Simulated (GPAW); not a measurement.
**A 8-layer slab of Nb(100): work function by functional and basis**

Wanted: work functions and dipole of a 8-layer slab of Nb(100), with the cost of each level.

Calculated with GPAW 26.7.0; GPAW, PAW setups; slab in vacuum, relaxation, in the first sound run; inputs show where later runs differ.

This is a report of a sequence of runs, with most program output left out.

**1. Starting point**

The cell holds 8 atoms: 8 Nb. Its edges and angles: a = 3.300 Å, b = 3.300 Å, c = 25.550 Å, α = 90.0°, β = 90.0°, γ = 90.0°. Vacuum lies along c.

**2. Relaxation**

Forces are removed first; all later runs use this geometry. The lowest 4 atoms are held at bulk positions and keep their forces.

run.py reads:

```python
import json
import numpy as np
from ase import Atoms
from ase.constraints import FixAtoms
from ase.optimize import BFGS
from gpaw import GPAW, PW

slab = Atoms(
    ['Nb', 'Nb', 'Nb', 'Nb', 'Nb', 'Nb', 'Nb', 'Nb'],
    positions=[
        [1.65000, 1.65000, 7.00000],
        [0.00000, 0.00000, 8.65000],
        [1.65000, 1.65000, 10.30000],
        [0.00000, 0.00000, 11.95000],
        [1.65000, 1.65000, 13.60000],
        [0.00000, 0.00000, 15.25000],
        [1.65000, 1.65000, 16.90000],
        [0.00000, 0.00000, 18.55000]],
    cell=[[3.3, 0.0, 0.0], [0.0, 3.3, 0.0], [0.0, 0.0, 25.55]],
    pbc=[True, True, False])

slab.calc = GPAW(mode=PW(400), xc='PBE', kpts={'size': (10, 10, 1), 'gamma': True},
                 occupations={'name': 'fermi-dirac', 'width': 0.1}, nbands='160%',
                 convergence={'density': 1e-05}, maxiter=200,
                 poissonsolver={'dipolelayer': 'xy'},
                 symmetry={'tolerance': 1e-3, 'extra_ids': [1, 1, 1, 1, 0, 0, 0, 0]}, txt='slab.txt')
result = {}
slab.set_constraint(FixAtoms([0, 1, 2, 3]))
path = []
opt = BFGS(slab, maxstep=0.2)
opt.attach(lambda: path.append((slab.get_potential_energy(), slab.positions.tolist(), slab.get_forces().tolist())))
result['relaxed'] = bool(opt.run(fmax=0.03, steps=40))
result['path'] = path
energy = slab.get_potential_energy()
fermi = slab.calc.get_fermi_level()
v = slab.calc.get_electrostatic_potential().mean((0, 1)) - fermi
n = slab.calc.get_pseudo_density().mean((0, 1))
L = slab.cell[2, 2]
z = np.arange(len(v)) * L / len(v)
low, high = slab.positions[:, 2].min(), slab.positions[:, 2].max()
below, above = np.interp([low - 4.8, high + 4.8], z, v)
slopes = [np.interp(x, z, np.gradient(v, z)) for x in (low - 4.8, high + 4.8)]
eps = np.array([[slab.calc.get_eigenvalues(k, s) for k in range(len(slab.calc.get_ibz_k_points()))]
                for s in range(slab.calc.get_number_of_spins())]) - fermi
top, bottom = eps[eps < 0].max(), eps[eps > 0].min()
dipole = slab.get_dipole_moment()[2]
print(f'energy {energy:.4f} eV, Fermi level {fermi:.4f} eV, dipole {dipole:.5f} e A')
print(f'potential 4.8 A off the faces, from the Fermi level: lower {below:.4f} eV, upper {above:.4f} eV')
print(f'slope of the potential there: lower {slopes[0]:.5f}, upper {slopes[1]:.5f} eV/A')
print(f'nearest levels on the mesh: {top:.4f} and {bottom:.4f} eV')
print('magnetic moment', round(slab.get_magnetic_moment(), 3))
result.update(energy=energy, fermi=fermi, dipole=dipole, below=below, above=above, slopes=slopes, edges=[top, bottom],
              z=z.tolist(), v=v.tolist(), n=n.tolist(), positions=slab.positions.tolist(),
              forces=slab.get_forces(apply_constraint=False).tolist(), moments=slab.get_magnetic_moments().tolist())
json.dump(result, open('result.json', 'w'))
```

Command:

```
$ OMP_NUM_THREADS=1 OPENBLAS_NUM_THREADS=1 python run.py
```

The job ended after 45 min (1 thread of Arm Neoverse V2, shared host; peak memory 0.38 GiB).

Step by step:

```csv
step,energy less that of the first step (eV),largest force (eV/Å)
1,0.0000,1.0906
2,-0.0331,0.9752
3,-0.1259,0.4261
4,-0.1284,0.1561
5,-0.1298,0.1407
6,-0.1341,0.0933
7,-0.1342,0.0833
8,-0.1360,0.1013
9,-0.1364,0.1042
10,-0.1383,0.0731
11,-0.1390,0.0259
```

The atoms that moved most (Å):

```csv
atom,dx,dy,dz,length
Nb8,0.000,0.000,-0.175,0.175
Nb5,0.000,0.000,-0.029,0.029
Nb7,0.000,0.000,0.024,0.024
Nb6,0.000,0.000,0.020,0.020
```

The relaxed structure:

```xyz
8
Lattice="3.3000 0.0000 0.0000 0.0000 3.3000 0.0000 0.0000 0.0000 25.5500" Properties=species:S:1:pos:R:3
Nb    1.6500    1.6500    7.0000
Nb    0.0000    0.0000    8.6500
Nb    1.6500    1.6500   10.3000
Nb    0.0000    0.0000   11.9500
Nb    1.6500    1.6500   13.5714
Nb    0.0000    0.0000   15.2700
Nb    1.6500    1.6500   16.9240
Nb    0.0000    0.0000   18.3749
```

This step gave:

* dipole along the normal: 0.007246 e·Å
* levels nearest the Fermi level on the mesh: -0.004736, 0.03453 eV from the Fermi level
* upper work function: 3.615 eV
* lower work function: 3.740 eV

The electrostatic potential energy of an electron (without an applied field's), less the Fermi level, planar mean oscillates, so the rows of the table below give means over windows of 1.6 Å about each position, cut where the curve ends. Its maxima inside the range that stand out by 2 % of the span (Å: eV): 7.9: -6.36, 9.5: -6.35, 11.2: -6.39, 12.8: -6.64, 14.4: -5.77, 16.1: -6.33, 17.7: -9.41. Its minima: 7.0: -17.4, 8.6: -17.0, 10.3: -17.1, 11.9: -17.0, 13.5: -16.9, 15.2: -17.0, 16.9: -17.2, 18.3: -17.6.

The electrostatic potential energy of an electron (without an applied field's), less the Fermi level, planar mean by z; means over each step:

```csv
z (Å),"electrostatic potential energy of an electron (without an applied field's), less the Fermi level, planar mean (eV)"
0.80,3.73
2.40,3.74
4.00,3.63
5.60,0.804
7.20,-11.6
8.80,-11.5
10.40,-11.6
12.00,-11.6
13.60,-11.5
15.20,-11.5
16.80,-12.0
18.40,-11.8
20.00,1.87
21.60,3.56
23.20,3.61
24.80,3.62
```

The pseudo valence density, planar mean oscillates, so the rows of the table below give means over windows of 1.7 Å about each position, cut where the curve ends. Its maxima inside the range that stand out by 2 % of the span (Å: e/Å³): 7.0: 1.13, 8.7: 1.13, 10.2: 1.13, 11.9: 1.16, 13.6: 1.14, 15.3: 1.14, 17.0: 1.13, 18.3: 1.14. Its minima: 7.9: 0.413, 9.4: 0.414, 11.1: 0.402, 12.8: 0.414, 14.5: 0.378, 16.2: 0.408, 17.7: 0.520.

Pseudo valence density, planar mean against z; means over each step:

z (Å), pseudo valence density, planar mean (e/Å³) and a bar:
```
     0.85       0.00 
     2.55       0.00 
     4.25       0.00 
     5.95       0.23 ########
     7.65       0.73 ##########################
     9.35       0.73 ###########################
    11.05       0.73 ###########################
    12.75       0.75 ###########################
    14.45       0.71 ##########################
    16.15       0.74 ###########################
    17.85       0.83 ##############################
    19.55       0.17 ######
    21.25       0.00 
    22.95       0.00
```

The relaxation lowered the energy of the cell by 0.139 eV (energies extrapolated to zero smearing; the optimiser's log prints free energies). The largest force left on a free atom is 0.026 eV/Å.

**3. The slab's potential**

The work function is the vacuum plateau of the electrostatic potential less the Fermi level; a dipole layer lets the two faces have plateaus of their own.

This step: GPAW, PAW setups; slab in vacuum (GPAW 26.7.0).

run.py, as its differences from that of step 2:

```diff
@@ -3,4 +3,2 @@
 from ase import Atoms
-from ase.constraints import FixAtoms
-from ase.optimize import BFGS
 from gpaw import GPAW, PW
@@ -14,6 +12,6 @@
         [0.00000, 0.00000, 11.95000],
-        [1.65000, 1.65000, 13.60000],
-        [0.00000, 0.00000, 15.25000],
-        [1.65000, 1.65000, 16.90000],
-        [0.00000, 0.00000, 18.55000]],
+        [1.65000, 1.65000, 13.57141],
+        [0.00000, -0.00000, 15.26998],
+        [1.65000, 1.65000, 16.92401],
+        [0.00000, -0.00000, 18.37486]],
     cell=[[3.3, 0.0, 0.0], [0.0, 3.3, 0.0], [0.0, 0.0, 25.55]],
@@ -25,10 +23,4 @@
                  poissonsolver={'dipolelayer': 'xy'},
-                 symmetry={'tolerance': 1e-3, 'extra_ids': [1, 1, 1, 1, 0, 0, 0, 0]}, txt='slab.txt')
+                 symmetry={'tolerance': 1e-3}, txt='slab.txt')
 result = {}
-slab.set_constraint(FixAtoms([0, 1, 2, 3]))
-path = []
-opt = BFGS(slab, maxstep=0.2)
-opt.attach(lambda: path.append((slab.get_potential_energy(), slab.positions.tolist(), slab.get_forces().tolist())))
-result['relaxed'] = bool(opt.run(fmax=0.03, steps=40))
-result['path'] = path
 energy = slab.get_potential_energy()
```

Wall time 6.1 min (1 thread); peak memory 0.37 GiB.

This step gave:

```
dipole along the normal                    : 0.007507 e·Å
levels nearest the Fermi level on the mesh : -0.004736, 0.03452 eV from the Fermi level
```

The electrostatic potential energy of an electron (without an applied field's), less the Fermi level, planar mean oscillates, so the rows of the table below give means over windows of 1.6 Å about each position, cut where the curve ends. Its maxima inside the range that stand out by 2 % of the span (Å: eV): 7.9: -6.36, 9.5: -6.35, 11.2: -6.39, 12.8: -6.64, 14.4: -5.77, 16.1: -6.33, 17.7: -9.41. Its minima: 7.0: -17.4, 8.6: -17.0, 10.3: -17.1, 11.9: -17.0, 13.5: -16.9, 15.2: -17.0, 16.9: -17.2, 18.3: -17.6.

Electrostatic potential energy of an electron (without an applied field's), less the Fermi level, planar mean against z; means over each step:

(Unchanged from step 2.)

The pseudo valence density, planar mean oscillates, so the rows of the table below give means over windows of 1.7 Å about each position, cut where the curve ends. Its maxima inside the range that stand out by 2 % of the span (Å: e/Å³): 7.0: 1.13, 8.7: 1.13, 10.2: 1.13, 11.9: 1.16, 13.6: 1.14, 15.3: 1.14, 17.0: 1.13, 18.3: 1.14. Its minima: 7.9: 0.413, 9.4: 0.414, 11.1: 0.402, 12.8: 0.414, 14.5: 0.378, 16.2: 0.408, 17.7: 0.520.

The pseudo valence density, planar mean by z; means over each step:

z (Å), pseudo valence density, planar mean (e/Å³) and a bar:
```
     0.85       0.00 
     2.55       0.00 
     4.25       0.00 
     5.95       0.23 ########
     7.65       0.73 ##########################
     9.35       0.73 ###########################
    11.05       0.73 ###########################
    12.75       0.75 ###########################
    14.45       0.71 ##########################
    16.15       0.74 ###########################
    17.85       0.83 ##############################
    19.55       0.17 ######
    21.25       0.00 
    22.95       0.00
```

Force by atom:

```csv
atom,x (eV/Å),y (eV/Å),z (eV/Å),size
Nb1,0.00,0.00,1.12,1.12
Nb2,0.00,0.00,-0.99,0.99
Nb3,0.00,0.00,-0.48,0.48
Nb4,0.00,0.00,0.36,0.36
Nb5,0.00,0.00,-0.03,0.03
Nb6,0.00,0.00,0.01,0.01
Nb7,0.00,0.00,-0.01,0.01
Nb8,0.00,0.00,0.02,0.02
```

The potential is flat to 0.004 eV/Å where it is read, so the vacuum is wide enough.

**4. Self-consistent run: xc = "vdW-DF2"**

The same geometry under vdW-DF2, to see how far the functional moves the levels against the vacuum (the van der Waals functionals take revPBE setups).

run.py, as its differences from that of step 3:

```diff
@@ -19,3 +19,3 @@
 
-slab.calc = GPAW(mode=PW(400), xc='PBE', kpts={'size': (10, 10, 1), 'gamma': True},
+slab.calc = GPAW(mode=PW(400), xc='vdW-DF2', kpts={'size': (10, 10, 1), 'gamma': True},
                  occupations={'name': 'fermi-dirac', 'width': 0.1}, nbands='160%',
```

It took 6.5 min on 1 thread; peak memory 0.54 GiB.

Numbers from this step:

- dipole along the normal: 0.005687 e·Å
- levels nearest the Fermi level on the mesh: -0.006380, 0.005805 eV from the Fermi level
- upper work function: 4.054 eV
- lower work function: 4.149 eV

The electrostatic potential energy of an electron (without an applied field's), less the Fermi level, planar mean oscillates, so the rows of the table below give means over windows of 1.6 Å about each position, cut where the curve ends. Its maxima inside the range that stand out by 2 % of the span (Å: eV): 7.9: -6.57, 9.5: -6.59, 11.2: -6.63, 12.8: -6.88, 14.4: -6.01, 16.1: -6.58, 17.7: -9.61. Its minima: 7.0: -17.5, 8.6: -17.2, 10.3: -17.3, 11.9: -17.2, 13.5: -17.1, 15.2: -17.2, 16.9: -17.5, 18.3: -17.7.

The electrostatic potential energy of an electron (without an applied field's), less the Fermi level, planar mean by z; means over each step:

```csv
z (Å),"electrostatic potential energy of an electron (without an applied field's), less the Fermi level, planar mean (eV)"
0.80,4.15
2.40,4.15
4.00,4.00
5.60,0.946
7.20,-11.7
8.80,-11.8
10.40,-11.8
12.00,-11.8
13.60,-11.7
15.20,-11.7
16.80,-12.2
18.40,-11.9
20.00,2.07
21.60,3.97
23.20,4.05
24.80,4.06
```

The pseudo valence density, planar mean oscillates, so the rows of the table below give means over windows of 1.7 Å about each position, cut where the curve ends. Its maxima inside the range that stand out by 2 % of the span (Å: e/Å³): 7.0: 1.13, 8.7: 1.13, 10.2: 1.13, 11.9: 1.16, 13.6: 1.14, 15.3: 1.14, 17.0: 1.13, 18.3: 1.14. Its minima: 7.9: 0.411, 9.4: 0.413, 11.1: 0.401, 12.8: 0.413, 14.5: 0.377, 16.2: 0.406, 17.7: 0.519.

Pseudo valence density, planar mean against z; means over each step:

```csv
z (Å),"pseudo valence density, planar mean (e/Å³)"
0.85,6.5e-6
2.55,2.0e-4
4.25,0.00511
5.95,0.228
7.65,0.726
9.35,0.733
11.05,0.735
12.75,0.752
14.45,0.705
16.15,0.735
17.85,0.825
19.55,0.170
21.25,0.00388
22.95,1.5e-4
24.65,5.3e-6
```

Force by atom:

```csv
atom,x (eV/Å),y (eV/Å),z (eV/Å),size
Nb1,0.00,0.00,0.32,0.32
Nb2,0.00,0.00,-1.06,1.06
Nb3,0.00,0.00,-0.48,0.48
Nb4,0.00,0.00,0.35,0.35
Nb5,0.00,0.00,0.04,0.04
Nb6,0.00,0.00,-0.07,0.07
Nb7,0.00,0.00,-0.01,0.01
Nb8,0.00,0.00,0.91,0.91
```

The upper face's work function is 4.054 eV, against 3.615 eV in the first plane-wave PBE run at this geometry.

**5. Self-consistent run: xc = "LDA"**

The same geometry under LDA, to see how far the functional moves the levels against the vacuum.

run.py, as its differences from that of step 4:

```diff
@@ -19,3 +19,3 @@
 
-slab.calc = GPAW(mode=PW(400), xc='vdW-DF2', kpts={'size': (10, 10, 1), 'gamma': True},
+slab.calc = GPAW(mode=PW(400), xc='LDA', kpts={'size': (10, 10, 1), 'gamma': True},
                  occupations={'name': 'fermi-dirac', 'width': 0.1}, nbands='160%',
```

Wall time 5.9 min (1 thread); peak memory 0.36 GiB.

Numbers from this step:

```yaml
dipole_along_the_normal: 0.006669 e·Å
levels_nearest_the_fermi_level_on_the_mesh: -0.01581, 0.02429 eV from the Fermi level
upper_work_function: 3.891 eV
lower_work_function: 4.002 eV
```

The upper face's work function is 3.891 eV, against 3.615 eV in the first plane-wave PBE run at this geometry.

**6. Self-consistent run: xc = "RPBE"**

The same geometry under RPBE, to see how far the functional moves the levels against the vacuum.

run.py, as its differences from that of step 5:

```diff
@@ -19,3 +19,3 @@
 
-slab.calc = GPAW(mode=PW(400), xc='LDA', kpts={'size': (10, 10, 1), 'gamma': True},
+slab.calc = GPAW(mode=PW(400), xc='RPBE', kpts={'size': (10, 10, 1), 'gamma': True},
                  occupations={'name': 'fermi-dirac', 'width': 0.1}, nbands='160%',
```

Elapsed: 7 min, on 1 thread; peak memory 0.37 GiB.

Numbers from this step:

| Property | Result |
| --- | --- |
| dipole along the normal | 0.007756 e·Å |
| levels nearest the Fermi level on the mesh | -0.003480, 0.03536 eV from the Fermi level |
| upper work function | 3.460 eV |
| lower work function | 3.589 eV |

The electrostatic potential energy of an electron (without an applied field's), less the Fermi level, planar mean oscillates, so the rows of the table below give means over windows of 1.6 Å about each position, cut where the curve ends. Its maxima inside the range that stand out by 2 % of the span (Å: eV): 7.9: -6.44, 9.5: -6.43, 11.2: -6.47, 12.8: -6.73, 14.4: -5.85, 16.1: -6.41, 17.7: -9.48. Its minima: 7.0: -17.4, 8.6: -17.1, 10.3: -17.1, 11.9: -17.1, 13.5: -17.0, 15.2: -17.1, 16.9: -17.3, 18.3: -17.6.

The electrostatic potential energy of an electron (without an applied field's), less the Fermi level, planar mean by z; means over each step:

```csv
z (Å),"electrostatic potential energy of an electron (without an applied field's), less the Fermi level, planar mean (eV)"
0.80,3.58
2.40,3.59
4.00,3.48
5.60,0.674
7.20,-11.6
8.80,-11.6
10.40,-11.7
12.00,-11.7
13.60,-11.6
15.20,-11.6
16.80,-12.1
18.40,-11.9
20.00,1.73
21.60,3.40
23.20,3.46
24.80,3.47
```

The upper face's work function is 3.460 eV, against 3.615 eV in the first plane-wave PBE run at this geometry.

**7. OptPBE vdW: xc = "optPBE-vdW"**

The same geometry under optPBE-vdW, to see how far the functional moves the levels against the vacuum (the van der Waals functionals take revPBE setups).

run.py, as its differences from that of step 6:

```diff
@@ -19,3 +19,3 @@
 
-slab.calc = GPAW(mode=PW(400), xc='RPBE', kpts={'size': (10, 10, 1), 'gamma': True},
+slab.calc = GPAW(mode=PW(400), xc='optPBE-vdW', kpts={'size': (10, 10, 1), 'gamma': True},
                  occupations={'name': 'fermi-dirac', 'width': 0.1}, nbands='160%',
```

Run time: 7 min. Hardware: 1 thread; peak memory 0.53 GiB.

This step gave:

```
dipole along the normal                    : 0.006501 e·Å
levels nearest the Fermi level on the mesh : -0.01226, 0.01577 eV from the Fermi level
upper work function                        : 3.856 eV
lower work function                        : 3.964 eV
```

The upper face's work function is 3.856 eV, against 3.615 eV in the first plane-wave PBE run at this geometry.

**8. Self-consistent run: xc = "revPBE"**

The same geometry under revPBE, to see how far the functional moves the levels against the vacuum.

run.py, as its differences from that of step 7:

```diff
@@ -19,3 +19,3 @@
 
-slab.calc = GPAW(mode=PW(400), xc='optPBE-vdW', kpts={'size': (10, 10, 1), 'gamma': True},
+slab.calc = GPAW(mode=PW(400), xc='revPBE', kpts={'size': (10, 10, 1), 'gamma': True},
                  occupations={'name': 'fermi-dirac', 'width': 0.1}, nbands='160%',
```

Run time: 6.7 min. Hardware: 1 thread; peak memory 0.37 GiB.

Numbers from this step:

* dipole along the normal: 0.007793 e·Å
* levels nearest the Fermi level on the mesh: -0.003958, 0.03511 eV from the Fermi level
* upper work function: 3.478 eV
* lower work function: 3.608 eV

The upper face's work function is 3.478 eV, against 3.615 eV in the first plane-wave PBE run at this geometry.

**9. Real-space grid: mode = "fd"**

A real-space grid is a second complete basis, so it checks the plane-wave result.

run.py, as its differences from that of step 8:

```diff
@@ -3,3 +3,3 @@
 from ase import Atoms
-from gpaw import GPAW, PW
+from gpaw import GPAW
 
@@ -19,3 +19,3 @@
 
-slab.calc = GPAW(mode=PW(400), xc='revPBE', kpts={'size': (10, 10, 1), 'gamma': True},
+slab.calc = GPAW(mode='fd', h=0.18, xc='PBE', kpts={'size': (10, 10, 1), 'gamma': True},
                  occupations={'name': 'fermi-dirac', 'width': 0.1}, nbands='160%',
```

Elapsed: 41 min, on 1 thread; peak memory 2.4 GiB.

This step gave:

```
dipole along the normal                    : 0.007496 e·Å
levels nearest the Fermi level on the mesh : -0.004008, 0.03518 eV from the Fermi level
upper work function                        : 3.614 eV
lower work function                        : 3.738 eV
```

The electrostatic potential energy of an electron (without an applied field's), less the Fermi level, planar mean oscillates, so the rows of the table below give means over windows of 1.64 Å about each position, cut where the curve ends. Its maxima inside the range that stand out by 2 % of the span (Å: eV): 7.8: -6.30, 9.5: -6.36, 11.1: -6.31, 12.8: -6.64, 14.4: -5.70, 16.1: -6.36, 17.6: -9.39. Its minima: 7.0: -17.4, 8.7: -17.0, 10.3: -17.1, 12.0: -17.0, 13.6: -17.0, 15.2: -17.1, 17.0: -17.2, 18.3: -17.6.

Table of electrostatic potential energy of an electron (without an applied field's), less the Fermi level, planar mean by z; means over each step:

```csv
z (Å),"electrostatic potential energy of an electron (without an applied field's), less the Fermi level, planar mean (eV)"
0.82,3.74
2.46,3.74
4.10,3.60
5.74,-0.244
7.38,-11.5
9.02,-11.4
10.66,-11.5
12.30,-11.6
13.94,-11.1
15.58,-11.5
17.22,-12.9
18.86,-8.64
20.50,2.99
22.14,3.60
23.78,3.61
25.42,3.62
```

The upper face's work function is 3.614 eV, against 3.615 eV in the first plane-wave PBE run at this geometry.

(Part 1 of 2 ends here.)

[Logs are printed without paths, hosts, clocks, repeated set-up lines and the standing remarks that a program may print on its own settings, such as how far it seeks lower states.]

[Hosts, paths, dates, database ids (printed as entryN), source tags and the programs' standing remarks are cut or masked in the printed files.]
